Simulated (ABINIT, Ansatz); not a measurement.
# How the form of the self-energy moves the gap of BaH2 (P6_3/mmc), part 2 of 2

Wanted: the gap of BaH2 (P6_3/mmc) under several approximations, with cost.

ABINIT 10.8.3; PBEsol and many-body steps on it, plane waves. Known limits of the many-body steps: not at the basis limit; no spin-orbit coupling; coarse k mesh.

So far. Step 5 (G0W0, Hybertsen-Louie plasmon pole): Against G0W0 in ABINIT (3×3×4 mesh, 158 bands, screening to 176.9 eV, Godby-Needs plasmon pole), the gap moves by +0.084 eV. Step 6 (G0W0, von der Linden-Horsch plasmon pole): Against G0W0 in ABINIT (3×3×4 mesh, 158 bands, screening to 176.9 eV, Godby-Needs plasmon pole), the gap moves by +0.033 eV.

## Step 7: One-shot Hartree-Fock

This step: one-shot Hartree-Fock on PBEsol, plane waves, norm-conserving pseudopotentials.

The input, run.abi:

```
acell 3*1.0 Angstrom
rprim 
  4.462025052349 0.000000000014 0.000000000000
  -2.231012526186 3.864227047650 0.000000000000
  0.000000000000 0.000000000000 6.055292590000
ntypat 2
znucl 56 1
natom 6
typat 1 1 2 2 2 2
xred 
  0.666666666667 0.333333333333 0.750000000000
  0.333333333333 0.666666666667 0.250000000000
  0.333333333333 0.666666666667 0.750000000000
  0.666666666667 0.333333333333 0.250000000000
  -0.000000000000 -0.000000000000 0.500000000000
  -0.000000000000 -0.000000000000 0.000000000000
pp_dirpath "pseudos"
pseudos "Ba.upf, H.upf"
ecut 32
ngkpt 3 3 4
nshiftk 1
shiftk 0 0 0
kptopt 1
chksymbreak 0
istwfk *1
occopt 1
irdwfk 1
optdriver 4
nband 16
gwcalctyp 5
ecutsigx 32
symsigma 1
nkptgw 3
kptgw 
  0.0000000000 0.0000000000 0.0000000000
  0.3333333333 0.3333333333 0.5000000000
  0.0000000000 0.0000000000 0.2500000000
bdgw 
  11 14
  11 14
  11 14
ixc_sigma 40
fftgw 31
indata_prefix "in"
outdata_prefix "out"
tmpdata_prefix "tmp"
```

Command:

```console
OMP_NUM_THREADS=1 mpirun -n 8 abinit run.abi > log
```

Numbers of over 12 decimals in the logs are rounded to 6 here.

Output:

```text
.Version 10.8.3 of ABINIT. v10.8.2 released Aug 2026.

 Symmetries : space group P6_3/m m c (#194); Bravais hP (primitive hexag.)
[... echo of the input left out ...]
== DATASET  1 ==================================================================
-   mpi_nproc: 8, omp_nthreads: 1 (-1 if OMP is not activated)

--- !DatasetInfo
iteration_state: {dtset: 1, }
dimensions: {natom: 6, nkpt: 9, mband: 16, nsppol: 1, nspinor: 1, nspden: 1, mpw: 6126, }
cutoff_energies: {ecut:  32.0, pawecutdg:  -1.0, }
[...]
Band     E0 <VxcDFT>   SigX SigC(E0)      Z dSigC/dE  Sig(E)    E-E0       E
[...]
13   6.622  -9.221  -4.682   0.000   1.000   0.000  -4.682   4.539  11.161
       14   6.622  -9.221  -4.682   0.000   1.000   0.000  -4.682   4.539  11.161

== END DATASET(S) ==============================================================
================================================================================

 -outvars: echo values of variables after computation  --------
           etotal      0.0000000000E+00
            nband          16
             nkpt           9
          spgroup         194
 [... the other variables as echoed above ...]

 Calculation completed.
```

Run time: 2.1 s. Hardware: 8 MPI ranks of AMD EPYC 9R45, shared host; peak memory 0.17 GiB.

This step gave:

```
quasiparticle gap on the points computed              : 8.477 eV
starting gap on the mesh                              : 1.473 eV
k of the valence top                                  : 0, 0, 0
k of the conduction bottom                            : 0.3333, 0.3333, 0.5
least direct quasiparticle gap on the computed points : 9.772 eV
```

Against G0W0 in ABINIT (3×3×4 mesh, 158 bands, screening to 176.9 eV, Godby-Needs plasmon pole), the gap moves by +5.404 eV.

## Step 8: Screening, 3×3×4 mesh, 158 bands, screening to 176.9 eV

This step: RPA screening on PBEsol, plane waves, norm-conserving pseudopotentials.

Edit run.abi of step 7 so:

```diff
@@ -27,18 +27,14 @@
 irdwfk 1
-optdriver 4
-nband 16
-gwcalctyp 5
-ecutsigx 32
-symsigma 1
-nkptgw 3
-kptgw 
-  0.0000000000 0.0000000000 0.0000000000
-  0.3333333333 0.3333333333 0.5000000000
-  0.0000000000 0.0000000000 0.2500000000
-bdgw 
-  11 14
-  11 14
-  11 14
-ixc_sigma 40
-fftgw 31
+optdriver 3
+nband 158
+ecuteps 6.5
+inclvkb 2
+awtr 1
+symchi 1
+gwcalctyp 2
+nfreqre 16
+freqremax 40 eV
+nfreqim 8
+spmeth 1
+nomegasf 120
 indata_prefix "in"
```

Output:

```text
.Version 10.8.3 of ABINIT. v10.8.2 released Aug 2026.

 Symmetries : space group P6_3/m m c (#194); Bravais hP (primitive hexag.)
[... echo of the input left out ...]
== DATASET  1 ==================================================================
-   mpi_nproc: 8, omp_nthreads: 1 (-1 if OMP is not activated)

--- !DatasetInfo
iteration_state: {dtset: 1, }
dimensions: {natom: 6, nkpt: 9, mband: 158, nsppol: 1, nspinor: 1, nspden: 1, mpw: 6126, }
cutoff_energies: {ecut:  32.0, pawecutdg:  -1.0, }
electrons: {nelect:   2.40000000E+01, charge:   0.00000000E+00, occopt:   1.00000000E+00, tsmear:   1.00000000E-02, }

 SCREENING: Calculation of the susceptibility and dielectric matrices

 Based on a program developped by R.W. Godby, V. Olevano, G. Onida, and L. Reining.
 Incorporated in ABINIT by V. Olevano, G.-M. Rignanese, and M. Torrent.
.Using double precision arithmetic ; gwpc =  8

[... cell and pseudopotentials left out ...]
--------------------------------------------------------------------------------

 ==== K-mesh for the wavefunctions ====
 Number of points in the irreducible wedge :     9
[... list of points left out ...]
 Together with 24 symmetry operations and time-reversal symmetry
 yields    36 points in the full Brillouin Zone.

 ==== Q-mesh for the screening function ====
 Number of points in the irreducible wedge :     9
[... list of points left out ...]
 Together with 24 symmetry operations and time-reversal symmetry
 yields    36 points in the full Brillouin Zone.

 setmesh: FFT mesh size selected  =    32x   32x   48
          total number of points  =        49152

 vcoul_init : cutoff-mode = AUXILIARY_FUNCTION
 q-points for optical limit:   1
     1)      0.000010    0.000020    0.000030

- screening: taking advantage of time-reversal symmetry
- Maximum band index for partially occupied states nbvw = 12
- Remaining bands to be divided among processors   nbcw = 146
- Number of bands treated by each node ~18

 Number of electrons calculated from density =   24.0000; Expected =   24.0000
 average of density, n =  0.034063
 r_s =    1.9137
 omega_plasma =   17.8032 [eV]

 calculating chi0 at frequencies [eV] :
  1    0.000000E+00    0.000000E+00
  2    2.666667E+00    0.000000E+00
  3    5.333333E+00    0.000000E+00
[...]
23    0.000000E+00    4.534165E+01
 24    0.000000E+00    6.384153E+01

--------------------------------------------------------------------------------
  q-point number  1        q = ( 0.000000, 0.000000, 0.000000) [r.l.u.]
--------------------------------------------------------------------------------
[... chi0 elements left out ...]
  [... further frequencies ...]

 No. of calculated frequencies >  15, stop printing
 For q-point:  0.000010 0.000020 0.000030
  dielectric constant =   5.7730
  dielectric constant without local fields =   6.4270

  Average fulfillment of the sum rule on Im[epsilon] for q-point    1 :     91.75  [%]
[... wings left out ...]
  q-point number  2        q = ( 0.333333, 0.000000, 0.000000) [r.l.u.]
--------------------------------------------------------------------------------
[... chi0 elements left out ...]
  [... further frequencies ...]

 No. of calculated frequencies >  15, stop printing
  Average fulfillment of the sum rule on Im[epsilon] for q-point    2 :     96.54  [%]

 [... 7 further q-points ...]
```

Elapsed: 72 s, on 8 MPI ranks; peak memory 5.6 GiB.

This step gave:

* ε∞ with local fields, on this mesh, along the program's q direction: 5.773
* the same without local fields: 6.427
* plasma frequency: 17.80 eV
* plane waves in the screening matrix: 553

## Step 9: G0W0, contour deformation

This step: G0W0 on PBEsol, plane waves, norm-conserving pseudopotentials.

Edit run.abi of step 8 so:

```diff
@@ -27,14 +27,19 @@
 irdwfk 1
-optdriver 3
+optdriver 4
 nband 158
+gwcalctyp 2
+ecutsigx 32
+symsigma 1
+nkptgw 3
+kptgw 
+  0.0000000000 0.0000000000 0.0000000000
+  0.3333333333 0.3333333333 0.5000000000
+  0.0000000000 0.0000000000 0.2500000000
+bdgw 
+  11 14
+  11 14
+  11 14
 ecuteps 6.5
-inclvkb 2
-awtr 1
-symchi 1
-gwcalctyp 2
-nfreqre 16
-freqremax 40 eV
-nfreqim 8
-spmeth 1
-nomegasf 120
+irdscr 1
+gwmem 01
 indata_prefix "in"
```

Output:

```text
.Version 10.8.3 of ABINIT. v10.8.2 released Aug 2026.

 Symmetries : space group P6_3/m m c (#194); Bravais hP (primitive hexag.)
[... echo of the input left out ...]
== DATASET  1 ==================================================================
-   mpi_nproc: 8, omp_nthreads: 1 (-1 if OMP is not activated)

--- !DatasetInfo
iteration_state: {dtset: 1, }
dimensions: {natom: 6, nkpt: 9, mband: 158, nsppol: 1, nspinor: 1, nspden: 1, mpw: 6126, }
cutoff_energies: {ecut:  32.0, pawecutdg:  -1.0, }
[...]
Band     E0 <VxcDFT>   SigX SigC(E0)      Z dSigC/dE  Sig(E)    E-E0       E
[...]
14   6.622  -9.221  -4.682  -3.603   0.789  -0.268  -8.483   0.738   7.360
       14   0.000   0.000   0.000   0.000   0.000   0.000   0.000   0.000   0.000

== END DATASET(S) ==============================================================
================================================================================

 -outvars: echo values of variables after computation  --------
           etotal      0.0000000000E+00
            nband         158
             nkpt           9
          spgroup         194
 [... the other variables as echoed above ...]

 Calculation completed.
```

It took 20 s on 8 MPI ranks; peak memory 2.9 GiB; 2.6 min of CPU time.

This step gave:

```
G0W0 gap on the points computed              : 2.967 eV
starting gap on the mesh                     : 1.473 eV
k of the valence top                         : 0, 0, 0
k of the conduction bottom                   : 0.3333, 0.3333, 0.5
least direct G0W0 gap on the computed points : 4.106 eV
```

Against G0W0 in ABINIT (3×3×4 mesh, 158 bands, screening to 176.9 eV, Godby-Needs plasmon pole), the gap moves by −0.106 eV.

## Step 10: Side by side

Times are wall times on 8 MPI ranks of AMD EPYC 9R45, shared host, good to a factor of about two. A run's time includes the screening step that it read.

```
                                     run   mesh  bands  screening cutoff (eV)  DFT gap (eV)  gap on the mesh (eV)  direct (eV)  ε∞ used   time
          G0W0, Godby-Needs plasmon pole  3×3×4    158                  176.9         1.473                 3.073        4.213     5.70   51 s
      G0W0, Hybertsen-Louie plasmon pole  3×3×4    158                  176.9         1.473                 3.157        4.305     5.70   51 s
G0W0, von der Linden-Horsch plasmon pole  3×3×4    158                  176.9         1.473                 3.106        4.275     5.70   38 s
                   one-shot Hartree-Fock  3×3×4      -                      -         1.473                 8.477        9.772        -  2.1 s
               G0W0, contour deformation  3×3×4    158                  176.9         1.473                 2.967        4.106     5.77   92 s
```

## Step 11: Results

* G0W0, Godby-Needs plasmon pole: 3.073 eV
* G0W0, Hybertsen-Louie plasmon pole: 3.157 eV
* G0W0, von der Linden-Horsch plasmon pole: 3.106 eV
* one-shot Hartree-Fock: 8.477 eV
* G0W0, contour deformation: 2.967 eV
* known limits: not at the basis limit; no spin-orbit coupling; coarse k mesh

What this shows: G0W0, Hybertsen-Louie plasmon pole: +0.084 eV against G0W0, Godby-Needs plasmon pole. G0W0, von der Linden-Horsch plasmon pole: +0.033 eV against G0W0, Godby-Needs plasmon pole. One-shot Hartree-Fock: +5.404 eV against G0W0, Godby-Needs plasmon pole. G0W0, contour deformation: −0.106 eV against G0W0, Godby-Needs plasmon pole. Bare exchange alone opens the gap to 8.48 eV; against G0W0, correlation takes back 5.40 eV. Bands and cutoff are finite, so the gap is not at the basis limit. The miss can reach some tenths of an eV and take either sign; the mesh is an error of its own. In the first G0W0 run levels were corrected at 3 k points alone, so a gap called «on the mesh» is the least over those, and an edge elsewhere would be missed. The 3×3×4 mesh is coarse for this cell, which bears on the long-range parts of exchange and screening. The many-body steps are scalar-relativistic: spin-orbit coupling is not in them.

[Paths, hosts, dates, memory and timing lines, banners, echoed tables and standing remarks are left out of the program output.]

[Logs are printed without paths, hosts, clocks, repeated set-up lines and the standing remarks that a program may print on its own settings, such as how far it seeks lower states.]

[Runs of the session that timed out or met a known fault of the program may be left out.]

[No measured gap is set beside runs whose start may be inverted or whose files or cutoffs have a known fault.]

[Hosts, paths, dates, database ids (printed as entryN), source tags and the programs' standing remarks are cut or masked in the printed files.]

[G0W0 gaps are taken among the corrected bands and points alone; a level outside them can change the order at an edge.]

[Where Ansatz stands beside ABINIT at settings called matched, ABINIT's density can come from a denser mesh and the files from another edition; pairs whose starting gaps differed by over 0.03 eV were left out, so agreement reads better than it is.]
